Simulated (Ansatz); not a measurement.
In doubt: masses and optical values from hybrid runs of this build are listed as unsure (in some of the runs), which bears on the screening that GW takes from such a start.

System: GeH6CBr3N (CH3NH3GeBr3).

The structure was built from a prototype and need not be the compound's stable phase.

The cell holds 12 atoms: 1 C, 1 N, 6 H, 1 Ge and 3 Br. Its edges and angles: a = 5.559 Å, b = 5.657 Å, c = 5.550 Å, α = 91.0°, β = 89.9°, γ = 82.4°. It derives from Br3C1Ge1H6N1.

```xyz
12
Lattice="5.5468 0.3703 0.0049 0.3703 5.6450 -0.0468 0.0049 -0.0468 5.5496" Properties=species:S:1:pos:R:3 pbc="T T T"
C     5.4956    5.4429    5.5242
N     0.4989    0.6243   -0.0164
H     6.0876    4.5189    5.5241
H     1.4750    6.1994    4.6331
H     4.4796   -0.1682    4.6835
H    -0.0325    1.5162   -0.0209
H     4.5111   -0.0971    0.9328
H     1.4954    6.2712    0.7718
Ge    3.0330    3.0518    2.6404
Br    3.0548    2.8703    0.0850
Br    2.4224   -0.0243    2.7590
Br   -0.0082    2.6127    2.7736
```

The structure was relaxed with PBEsol-D3(BJ). The runs that relaxed it are not among those shown.

Gaps computed with Ansatz 0.2.0 without a self-energy: HSE06 1.66 eV.

Q: What gap should G0W0 on HSE06 give (4×4×4 mesh, 270 empty bands, screening to 78 eV, PAW set soft_1 files)?

About 2.18 eV: on its mesh the run moves the gap from 1.66 eV by +0.52 eV. Bands and cutoff are finite, so the gap is not at the basis limit. The miss can reach some tenths of an eV and take either sign; the mesh is an error of its own. The many-body steps are scalar-relativistic: spin-orbit coupling is not in them.

[Paths, hosts, dates, memory and timing lines, banners, echoed tables and standing remarks are left out of the program output.]

[Logs are printed without paths, hosts, clocks, repeated set-up lines and the standing remarks that a program may print on its own settings, such as how far it seeks lower states.]

[Runs of the session that timed out or met a known fault of the program may be left out.]

[Cells called generated may have been cut or substituted from an entry of the Crystallography Open Database or the Materials Project.]

[Hosts, paths, dates, database ids (printed as entryN), source tags and the programs' standing remarks are cut or masked in the printed files.]
